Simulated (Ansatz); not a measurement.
# Y2Si2B, from a guessed structure to a relaxed one

This structure for Y2Si2B is made up. Its elements were placed in a known structure type with a cell scaled to their sizes. What cell does the guess relax to, and how far off was it?

Main program and level: Ansatz 0.2.0; DFT, r2SCAN, plane-wave PAW, files of the set soft_1, scalar-relativistic, no spin, cell and ions relaxed at zero pressure; PAW set soft_1.

**1. The structure**

It takes space group Immm (No. 71, orthorhombic). Conventional cell: a = 3.835 Å, b = 5.685 Å, c = 8.334 Å, α = 90.00°, β = 90.00°, γ = 90.00°. Nearest to Y lie 6 Si at 2.87 to 2.91 Å and 4 B at 3.07 to 3.35 Å. Nearest to Si lie 1 Si at 2.39 Å and 2 B at 2.53 Å and 6 Y at 2.87 to 2.91 Å. B has 4 Si at 2.53 Å and 8 Y at 3.07 to 3.35 Å nearest. Farther neighbours are not listed.

Structure file:

```
Y Si B
1.0
    -1.91750    2.84250    4.16700
     1.91750   -2.84250    4.16700
     1.91750    2.84250   -4.16700
Y Si B
2 2 1
Direct
  0.71160 0.21160 0.50000
  0.28840 0.78840 0.50000
  0.71040 0.50000 0.21040
  0.28960 0.50000 0.78960
  0.00000 0.00000 0.00000
```

**2. Relaxing cell and atoms**

The guess takes its coordinates from another compound and its volume from a rule, so the cell and any free coordinates are relaxed together.

The input, input.yaml:

```yaml
crystal:
  lattice:
    - [-1.9175, 2.8425, 4.167]
    - [1.9175, -2.8425, 4.167]
    - [1.9175, 2.8425, -4.167]
  atoms:
    - { symbol: "Y", position: [0.7116, 0.2116, 0.5] }
    - { symbol: "Y", position: [0.2884, 0.7884, 0.5] }
    - { symbol: Si, position: [0.7104, 0.5, 0.2104] }
    - { symbol: Si, position: [0.2896, 0.5, 0.7896] }
    - { symbol: B, position: [0.0, 0.0, 0.0] }
kpoints:
  mp_grid: { grid: [8, 8, 8] }
scf:
  occupations: { method: fermi_dirac, width: 0.05 }
hamiltonian:
  xc: r2scan
  pseudopotentials: { kind: paw, azcp: { folder: soft_1 } }
relax:
  f_tol: 0.015
  max_steps: 70
  cell: {}
output:
  forces: true
  stress: true
```

Launch:

```
> ansatz run input.yaml --threads 4 --pin off --max-ram 8192MiB --backend cpu --events-out ev --progress --plain --runs-dir out
```

Numbers of over 12 decimals in the logs are rounded to 6 here.

The program printed:

```text
Engine: ansatz 0.2.0, aarch64-unknown-linux-gnu
Pseudopotentials: kind: paw
Pseudopotential: Y, paw, valence charge 11, recommended cutoff 500 eV (meta_gga), soft_1/Y.paw.azcp
Pseudopotential: Si, paw, valence charge 4, recommended cutoff 500 eV (meta_gga), soft_1/Si.paw.azcp
Pseudopotential: B, paw, valence charge 3, recommended cutoff 500 eV (meta_gga), soft_1/B.paw.azcp
Functional definition: r2SCAN
  parameter k0 = 0.174
  parameter k1 = 0.065
  parameter a1 = 4.9479
  exchange = r2scan_x(k0 = k0, k1 = k1, a1 = a1)
  correlation = r2scan_c
Crystal: 5 atoms, lattice volume = 90.849 Å³
Basis set: ecut = 500 eV, 2299 PW (Γ), exchange–correlation on 160×160×160 points (64 copies of the dense FFT grid, shifted against one another)
Bands: 22, of which v1, the nominal top of the filled ones, is band 17 counted from 1 (16 counted from 0)
Symmetry: 8 space group operations
Space group: Immm (ITA 71), of the structure as read, at distance tolerance 4.5e-5 Å
k-points: 95 of 512
Non-local potential: Y, projectors of the file, l = 0: 3, l = 1: 2, l = 2: 2, l = 3: 1
Non-local potential: Si, projectors of the file, l = 0: 2, l = 1: 2, l = 2: 1
Non-local potential: B, projectors of the file, l = 0: 2, l = 1: 2, l = 2: 1
PAW form: soft (Blöchl's): semilocal exchange-correlation on the pseudo side does not see the compensation charge
PAW frozen core: Y, regenerated for the run's functional (the file was generated under x = pbe(κ = 0.804, μ = 0.219515), c = pbe(β = 0.066725))
PAW frozen core: Si, regenerated for the run's functional (the file was generated under x = pbe(κ = 0.804, μ = 0.219515), c = pbe(β = 0.066725))
PAW frozen core: B, regenerated for the run's functional (the file was generated under x = pbe(κ = 0.804, μ = 0.219515), c = pbe(β = 0.066725))
PAW one-centre angular grid: Y, 590 points (default); XC on 160 Gauss nodes
PAW one-centre angular grid: Si, 302 points (default); XC on 160 Gauss nodes
PAW one-centre angular grid: B, 302 points (default); XC on 223 of its mesh's 2233 points in the sphere
Initial density: superposition of atomic densities (chi_scale 0.1, normalization cell, long waves kept (reshape's long-wave potential 0.00 eV rms))
Initial wavefunctions: pseudopotential atomic-orbital guess
Functional: x = r2scan, c = r2scan; τ floored in thin density (d = 2e-4 eV/Å³)
SCF iter   1: F=—  HF=-9155.216693 eV  |F-HF|=—  |Δ(HF+E_count)|=         —  Δρ=3.03e-2  dr2=1.47e0  dr2_τ=4.44e-2  ethr=3.10e-3  ⟨swp⟩=6.3  Hψ=10823  notcnv=0
preconditioner: auto → Kerker (q_TF=auto, 2.305 Å⁻¹)  [metal: Δε(μ)=0.056 eV  Ē_g=6.586 eV  σ=0.050 eV  W_gap=0.27  n_scr=16 (ndim 8)  ℏωp=16.1 eV  f_vac=0.000  D(μ)=2.25/eV (n_scr^D=14)]
SCF iter   2: F=—  HF=-9155.330171 eV  |F-HF|=—  |Δ(HF+E_count)|=   1.13e-1  Δρ=1.84e-2  dr2=4.43e-1  dr2_τ=4.13e-3  ethr=3.10e-3  ⟨swp⟩=2.0  Hψ=3291  notcnv=0  defer=50
SCF iter   3: F=—  HF=-9155.317536 eV  |F-HF|=—  |Δ(HF+E_count)|=   1.26e-2  Δρ=3.98e-3  dr2=1.45e-2  dr2_τ=2.45e-3  ethr=1.34e-3  ⟨swp⟩=2.2  Hψ=3147  notcnv=0  defer=50
SCF iter   4: F=—  HF=-9155.324512 eV  |F-HF|=—  |Δ(HF+E_count)|=   6.98e-3  Δρ=1.06e-3  dr2=1.05e-3  dr2_τ=5.56e-5  ethr=4.40e-5  ⟨swp⟩=2.0  Hψ=3525  notcnv=0  defer=49
SCF iter   5: F=—  HF=-9155.325482 eV  |F-HF|=—  |Δ(HF+E_count)|=   9.70e-4  Δρ=2.78e-4  dr2=9.79e-5  dr2_τ=1.29e-6  ethr=3.19e-6  ⟨swp⟩=2.0  Hψ=2857  notcnv=0  defer=49
SCF iter   6: F=—  HF=-9155.325569 eV  |F-HF|=—  |Δ(HF+E_count)|=   8.70e-5  Δρ=5.92e-5  dr2=5.41e-6  dr2_τ=3.10e-7  ethr=2.97e-7  ⟨swp⟩=2.3  Hψ=3174  notcnv=0  defer=49
SCF iter   7: F=—  HF=-9155.325572 eV  |F-HF|=—  |Δ(HF+E_count)|=   2.86e-6  Δρ=1.16e-5  dr2=1.96e-7  dr2_τ=3.21e-9  ethr=1.64e-8  ⟨swp⟩=2.3  Hψ=3163  notcnv=0  defer=49
SCF iter   8: F=-9155.325572 eV  HF=-9155.325572 eV  |F-HF|=6.35e-9  |Δ(HF+E_count)|=   9.99e-8  Δρ=3.02e-6  dr2=1.23e-8  dr2_τ=8.59e-10  ethr=3.03e-10  ⟨swp⟩=4.2  Hψ=7040  notcnv=0
SCF 1 converged in 8 iterations: F = -9155.325572 eV  dr2 = 1.23e-8
  greatest PAW one-centre occupation: 0.996 electrons in one spin orbital (limit 2), on the Y atom at site 1 (counted from 0), in its partial waves of l = 0
relax step   1: F+E_penalty+E_count = -9155.32557197 eV  Δ(F+E_penalty+E_count) = +0.000e0 eV  max|allowed force component| = 1.132e0 eV/Å  Δτ_max = 0.0000 Å  P = +1.634 GPa  Ω = 90.849 Å³  (8 SCF iters, dr2 threshold 1.00e-7 eV, accepted)
Crystal: 5 atoms, lattice volume = 91.568 Å³
Initial density: handed on by an earlier stage of this run
Initial wavefunctions: those handed on with the density
iter 1 solved again at ethr=2.57e-3 eV; its pass at ethr=3.10e-3 eV (dr2=8.49e-1 eV) is discarded
SCF iter   1: F=—  HF=-9155.017657 eV  |F-HF|=—  |Δ(HF+E_count)|=         —  Δρ=1.72e-2  dr2=8.50e-1  dr2_τ=3.90e0  ethr=2.57e-3  ⟨swp⟩=1.0  Hψ=15369  notcnv=0
preconditioner: auto → Kerker (q_TF=auto, 2.302 Å⁻¹)  [metal: Δε(μ)=0.040 eV  Ē_g=6.508 eV  σ=0.050 eV  W_gap=0.20  n_scr=16 (ndim 8)  ℏωp=16.0 eV  f_vac=0.000  D(μ)=2.34/eV (n_scr^D=14)]
SCF iter   2: F=—  HF=-9155.486381 eV  |F-HF|=—  |Δ(HF+E_count)|=   4.69e-1  Δρ=9.14e-3  dr2=2.24e-1  dr2_τ=3.29e-3  ethr=2.57e-3  ⟨swp⟩=2.2  Hψ=3836  notcnv=0
SCF iter   3: F=—  HF=-9155.437685 eV  |F-HF|=—  |Δ(HF+E_count)|=   4.87e-2  Δρ=2.17e-3  dr2=1.25e-2  dr2_τ=1.70e-3  ethr=6.80e-4  ⟨swp⟩=2.3  Hψ=3479  notcnv=0  defer=15
SCF iter   4: F=—  HF=-9155.436012 eV  |F-HF|=—  |Δ(HF+E_count)|=   1.67e-3  Δρ=1.18e-3  dr2=2.91e-3  dr2_τ=7.63e-5  ethr=3.78e-5  ⟨swp⟩=1.7  Hψ=2776  notcnv=0  defer=16
SCF iter   5: F=—  HF=-9155.435858 eV  |F-HF|=—  |Δ(HF+E_count)|=   1.54e-4  Δρ=3.61e-4  dr2=1.85e-4  dr2_τ=6.87e-6  ethr=8.83e-6  ⟨swp⟩=2.4  Hψ=3128  notcnv=0  defer=16
SCF iter   6: F=—  HF=-9155.435925 eV  |F-HF|=—  |Δ(HF+E_count)|=   6.71e-5  Δρ=5.21e-5  dr2=2.42e-6  dr2_τ=4.59e-7  ethr=5.61e-7  ⟨swp⟩=2.0  Hψ=3050  notcnv=0  defer=16
SCF iter   7: F=-9155.435929 eV  HF=-9155.435929 eV  |F-HF|=3.83e-7  |Δ(HF+E_count)|=   3.50e-6  Δρ=1.77e-5  dr2=2.57e-7  dr2_τ=9.64e-9  ethr=1.52e-9  ⟨swp⟩=5.0  Hψ=7509  notcnv=0
SCF 2 converged in 7 iterations: F = -9155.435929 eV  dr2 = 2.57e-7
relax step   2: F+E_penalty+E_count = -9155.43592905 eV  Δ(F+E_penalty+E_count) = -1.104e-1 eV  max|allowed force component| = 1.209e0 eV/Å  Δτ_max = 0.1949 Å  P = -0.959 GPa  Ω = 91.568 Å³  energy of the carried Pulay correction = -1.633e-4 eV  (7 SCF iters, dr2 threshold 5.00e-7 eV, accepted)
Crystal: 5 atoms, lattice volume = 91.188 Å³
Basis set: ecut = 500 eV, 2311 PW (Γ), exchange–correlation on 160×160×160 points (64 copies of the dense FFT grid, shifted against one another)
[...]
SCF iter   5: F=—  HF=-9155.731607 eV  |F-HF|=—  |Δ(HF+E_count)|=   4.52e-5  Δρ=7.79e-5  dr2=7.02e-6  dr2_τ=4.30e-7  ethr=3.01e-7  ⟨swp⟩=2.0  Hψ=2871  notcnv=0
SCF iter   6: F=—  HF=-9155.731611 eV  |F-HF|=—  |Δ(HF+E_count)|=   4.05e-6  Δρ=2.14e-5  dr2=5.89e-7  dr2_τ=2.41e-8  ethr=2.13e-8  ⟨swp⟩=2.2  Hψ=3120  notcnv=0
SCF iter   7: F=-9155.731612 eV  HF=-9155.731612 eV  |F-HF|=2.58e-8  |Δ(HF+E_count)|=   2.76e-7  Δρ=7.88e-6  dr2=7.16e-8  dr2_τ=2.62e-9  ethr=1.52e-9  ⟨swp⟩=4.0  Hψ=6407  notcnv=0
SCF 3 converged in 7 iterations: F = -9155.731612 eV  dr2 = 7.16e-8
relax step   3: F+E_penalty+E_count = -9155.73161166 eV  Δ(F+E_penalty+E_count) = -2.957e-1 eV  max|allowed force component| = 3.012e-1 eV/Å  Δτ_max = 0.0467 Å  P = -1.444 GPa  Ω = 91.188 Å³  energy of the carried Pulay correction = -7.730e-5 eV  (7 SCF iters, dr2 threshold 5.00e-7 eV, accepted)
[... from here on, the SCF cycles and remarks between the steps are left out ...]
relax step   4: F+E_penalty+E_count = -9155.79142963 eV  Δ(F+E_penalty+E_count) = -5.982e-2 eV  max|allowed force component| = 3.232e-1 eV/Å  Δτ_max = 0.0539 Å  P = +0.807 GPa  Ω = 88.390 Å³  energy of the carried Pulay correction = +5.686e-4 eV  (6 SCF iters, dr2 threshold 5.00e-7 eV, accepted)
relax step   5: F+E_penalty+E_count = -9155.84030509 eV  Δ(F+E_penalty+E_count) = -4.888e-2 eV  max|allowed force component| = 3.069e-1 eV/Å  Δτ_max = 0.0621 Å  P = +1.195 GPa  Ω = 87.857 Å³  energy of the carried Pulay correction = +6.939e-4 eV  (6 SCF iters, dr2 threshold 5.00e-7 eV, accepted)
relax step   6: F+E_penalty+E_count = -9155.87549923 eV  Δ(F+E_penalty+E_count) = -3.519e-2 eV  max|allowed force component| = 7.945e-2 eV/Å  Δτ_max = 0.1045 Å  P = +0.958 GPa  Ω = 88.269 Å³  energy of the carried Pulay correction = +5.969e-4 eV  (6 SCF iters, dr2 threshold 5.00e-7 eV, accepted)
relax step   7: F+E_penalty+E_count = -9155.87994636 eV  Δ(F+E_penalty+E_count) = -4.447e-3 eV  max|allowed force component| = 5.918e-2 eV/Å  Δτ_max = 0.0143 Å  P = -0.167 GPa  Ω = 89.328 Å³  energy of the carried Pulay correction = +3.499e-4 eV  (5 SCF iters, dr2 threshold 5.00e-7 eV, accepted)
relax step   8: F+E_penalty+E_count = -9155.88186989 eV  Δ(F+E_penalty+E_count) = -1.924e-3 eV  max|allowed force component| = 6.608e-2 eV/Å  Δτ_max = 0.0169 Å  P = -0.023 GPa  Ω = 89.366 Å³  energy of the carried Pulay correction = +3.411e-4 eV  (5 SCF iters, dr2 threshold 5.00e-7 eV, accepted)
relax step   9: F+E_penalty+E_count = -9155.88245944 eV  Δ(F+E_penalty+E_count) = -5.896e-4 eV  max|allowed force component| = 1.224e-2 eV/Å  Δτ_max = 0.0089 Å  P = +0.040 GPa  Ω = 89.394 Å³  energy of the carried Pulay correction = +3.344e-4 eV  (5 SCF iters, dr2 threshold 2.73e-7 eV, accepted)
relax step  10: F+E_penalty+E_count = -9155.88253821 eV  Δ(F+E_penalty+E_count) = -7.877e-5 eV  max|allowed force component| = 7.164e-4 eV/Å  Δτ_max = 0.0010 Å  P = -0.001 GPa  Ω = 89.441 Å³  energy of the carried Pulay correction = +3.236e-4 eV  (5 SCF iters, dr2 threshold 3.72e-8 eV, accepted)
Basis set: ecut = 500 eV, 2289 PW (Γ), exchange–correlation on 180×180×180 points (64 copies of the dense FFT grid, shifted against one another)
Initial wavefunctions: pseudopotential atomic-orbital guess (no wavefunctions were taken with the density)
iter 1 solved again at ethr=2.37e-7 eV; its pass at ethr=3.10e-3 eV (dr2=7.81e-5 eV) is discarded
SCF iter   1: F=—  HF=-9155.882963 eV  |F-HF|=—  |Δ(HF+E_count)|=         —  Δρ=1.81e-4  dr2=2.96e-6  dr2_τ=2.38e-5  ethr=2.37e-7  ⟨swp⟩=3.1  Hψ=16405  notcnv=0
preconditioner: auto → Kerker (q_TF=auto, 2.311 Å⁻¹)  [metal: Δε(μ)=0.013 eV  Ē_g=6.689 eV  σ=0.050 eV  W_gap=0.07  n_scr=16 (ndim 8)  ℏωp=16.2 eV  f_vac=0.000  D(μ)=2.70/eV (n_scr^D=16)]
SCF iter   2: F=—  HF=-9155.883038 eV  |F-HF|=—  |Δ(HF+E_count)|=   7.52e-5  Δρ=9.51e-5  dr2=8.54e-7  dr2_τ=1.34e-6  ethr=8.97e-9  ⟨swp⟩=2.0  Hψ=3662  notcnv=0
SCF iter   3: F=—  HF=-9155.883043 eV  |F-HF|=—  |Δ(HF+E_count)|=   4.44e-6  Δρ=5.79e-6  dr2=6.63e-9  dr2_τ=6.07e-9  ethr=2.59e-9  ⟨swp⟩=2.0  Hψ=3661  notcnv=0
SCF iter   4: F=—  HF=-9155.883043 eV  |F-HF|=—  |Δ(HF+E_count)|=   3.25e-8  Δρ=9.07e-7  dr2=5.82e-10  dr2_τ=6.52e-11  ethr=2.01e-11  ⟨swp⟩=2.0  Hψ=3683  notcnv=0
SCF iter   5: F=—  HF=-9155.883043 eV  |F-HF|=—  |Δ(HF+E_count)|=  4.13e-10  Δρ=2.33e-7  dr2=8.16e-11  dr2_τ=4.10e-12  ethr=1.76e-12  ⟨swp⟩=2.4  Hψ=3213  notcnv=0
SCF iter   6: F=-9155.883043 eV  HF=-9155.883043 eV  |F-HF|=1.82e-12  |Δ(HF+E_count)|=  4.37e-11  Δρ=8.54e-8  dr2=8.94e-12  dr2_τ=4.85e-13  ethr=1.00e-12  ⟨swp⟩=4.0  Hψ=6717  notcnv=0
SCF 11 converged in 6 iterations: F = -9155.883043 eV  dr2 = 8.94e-12
relax step  11: F+E_penalty+E_count = -9155.88304257 eV  Δ(F+E_penalty+E_count) = -5.044e-4 eV  max|allowed force component| = 9.662e-4 eV/Å  Δτ_max = 0.0000 Å  P = -0.002 GPa  Ω = 89.441 Å³  stress off target by 9.20e-3 GPa  SCF on the basis re-selected at this cell (its energy is not comparable with the rows above)  (6 SCF iters)
basis re-selected at this cell: Δ(F+E_penalty+E_count) = -5.044e-4 eV, ΔP = -0.001 GPa vs the last step (what re-selecting the basis moved, of the pressure what is left beyond the Pulay correction that the steps carried, after the strain that the cell walked since its last selection, with what the two solves' SCF thresholds leave and, on support functions, any second-order correction that the steps lacked; it is no measure of the basis error at this ecutwfc). The dense FFT grid was sized anew with the basis: this SCF ran on 45×45×45 points, the steps before it on 40×40×40, so part of this shift can come from that change (see relax.cell in the input reference). [rest of the remark cut]
SCF converged after 6 iterations
Free energy (F): -9155.883043 eV
Harris-Foulkes:  -9155.883043 eV  (|F-HF|=1.82e-12)
Internal energy: -9155.861214 eV  (E = F + TS)
E sigma→0 (E₀):  -9155.872128 eV
Entropy (-TS):   -0.021829 eV (-4.366 meV/atom)
Fermi energy:    11.224532 eV
--- Per-component energies (eV) ---
  E_band       = -155.848973
  E_kinetic    = 764.454350
  E_local      = -1108.531216  (includes V_loc(G=0)·N_el)
  E_nonlocal   = 104.270297
  E_hartree    = 365.967623
  E_xc         = -487.206271
  E_vxc        = -606.543596  (∫ρ·V_xc dr)
  E_paw        = -6779.244172  (= ΣΔE_a)
  E_vpaw       = -72.503850  (= ΣTr[D̂ρ^β])
  E_aug_tail   = 0.000041  (compensation charges beyond the density's cutoff)
  E_vtau       = 31.069739  (kinetic-family band-sum trace: ∫τ·v_τ [+ j·A + Jᵃ·Aᵃ] dr)
  E_ewald      = -2015.092654
  E_core_change = -0.479213  (= ΣΔE_core)
  E_smearing   = -0.021829  (= −TS)
  E_closure    = 0.000000  (closes the sum)
  Σ components = -9155.883043   (vs F -9155.883043, Δ=0.00e0)
--- Forces (eV/Å), atoms counted from 1 ---
  atom   1  Y      0.00000000    -0.00000000     0.00049844
  atom   2  Y     -0.00000000     0.00000000    -0.00049844
  atom   3  Si    -0.00000000     0.00096624     0.00000000
  atom   4  Si     0.00000000    -0.00096624     0.00000000
  atom   5  B     -0.00000000     0.00000000    -0.00000000
  max |Σ_I F_I| component: 2.56e-30 eV/Å
--- Stress (GPa, compression-positive) ---
       -0.009196      -0.000000       0.000000
       -0.000000       0.007449       0.000000
        0.000000       0.000000      -0.005538
  P = ⅓ Tr σ = -0.0024 GPa (-0.024 kbar)
--- Relaxed structure (10 steps of the walk, 10 accepted, 1 SCFs on fresh bases) ---
  F+E_penalty+E_count = -9155.88304257 eV   max|allowed force component| = 9.662e-4 eV/Å   (the final SCF, on the basis selected at the relaxed cell)
  cell:  # Å, volume = 89.4413 Å³
    - [-1.725846, 2.923217, 4.432156]
    - [1.725846, -2.923217, 4.432156]
    - [1.725846, 2.923217, -4.432156]
  atoms:
    - { symbol: Y, position: [0.710580, 0.210580, 0.5] }
    - { symbol: Y, position: [0.289420, 0.789420, 0.500000] }
    - { symbol: Si, position: [0.766907, 0.500000, 0.266907] }
    - { symbol: Si, position: [0.233093, 0.5, 0.733093] }
    - { symbol: B, position: [3.1129708465066795e-19, -1.7692764033840707e-19, 4.88224724989075e-19] }
```

Run time: 70 s. Hardware: 4 threads of Arm Neoverse V1, shared host; peak memory 0.95 GiB; 4.5 min of CPU time.

Relaxation path:

```csv
step,energy less that of the first step (eV),largest force component (eV/Å),pressure (GPa),volume (Å³)
1,0.0000,1.1324,1.63,90.85
2,-0.1104,1.2086,-0.96,91.57
3,-0.4060,0.3012,-1.44,91.19
4,-0.4659,0.3232,0.81,88.39
5,-0.5147,0.3069,1.20,87.86
6,-0.5499,0.0795,0.96,88.27
7,-0.5544,0.0592,-0.17,89.33
8,-0.5563,0.0661,-0.02,89.37
9,-0.5569,0.0122,0.04,89.39
10,-0.5570,0.0007,0.00,89.44
11*,-0.5575,0.0010,0.00,89.44
```

Relaxation steps marked * repeat the geometry before them on a plane-wave basis chosen anew for their cell, so energy and pressure can jump there.

The run keeps the 8 symmetry operations that it works with, so distortions that break them were not tested.

```csv
"conventional cell, symmetrised",before,after,change
a (Å),3.835,3.452,-10.0 %
b (Å),5.685,5.846,+2.8 %
c (Å),8.334,8.864,+6.4 %
volume (Å³/atom),18.17,17.89,-1.5 %
```

The atoms that moved most (Å, as changes of fractional coordinates times the final cell):

```csv
atom,dx,dy,dz,length
Si4,0.000,-0.330,0.000,0.330
Si3,0.000,0.330,0.000,0.330
Y1,0.000,0.000,-0.009,0.009
Y2,0.000,0.000,0.009,0.009
```

The relaxed structure:

```
Y Si B
1.0
    -1.72585    2.92322    4.43216
     1.72585   -2.92322    4.43216
     1.72585    2.92322   -4.43216
Y Si B
2 2 1
Direct
  0.71058 0.21058 0.50000
  0.28942 0.78942 0.50000
  0.76691 0.50000 0.26691
  0.23309 0.50000 0.73309
  0.00000 0.00000 0.00000
```

Numbers from this step:

| Property | Result |
| --- | --- |
| free energy | -9155.8830 eV |
| energy at zero smearing | -9155.8721 eV |
| smearing term TS | 0.02183 eV |
| Fermi energy | 11.22 eV |
| electrons | 33 |
| symmetry operations | 8 |
| pressure | -0.002428 GPa |

Shortest distances by pair of elements, guess and relaxed (not always the same contact):

```csv
pair,guess (Å),relaxed (Å)
B–Si,2.527,2.199
Si–Si,2.392,2.726
Si–Y,2.867,2.905
B–Y,3.075,3.092
Y–Y,3.488,3.452
```

The relaxation ends with a largest force component of 9.7e-4 eV/Å and a pressure of 0.00 GPa.

**3. Results**

```
space group, relaxed : Immm
conventional cell    : a = 3.452, b = 5.846, c = 8.864 Å; α = 90.0°, β = 90.0°, γ = 90.0°
volume per atom      : 17.89 Å³ (guess 18.17)
```

What this shows: Y2Si2B relaxes to Immm with a = 3.452, b = 5.846 and c = 8.864 Å. The guessed volume was 2 % too large. The space group Immm was held in the relaxation, so the end point is a stationary structure within it and may be a saddle against distortions or other arrangements. Mesh and cutoff weren't tested. No dispersion term is used, so weakly bound directions may come out too long. Nothing here tests whether the compound is stable against decomposition.

[Logs are printed without paths, hosts, clocks, repeated set-up lines and the standing remarks that a program may print on its own settings, such as how far it seeks lower states.]

[Hosts, paths, dates, database ids (printed as entryN), source tags and the programs' standing remarks are cut or masked in the printed files.]
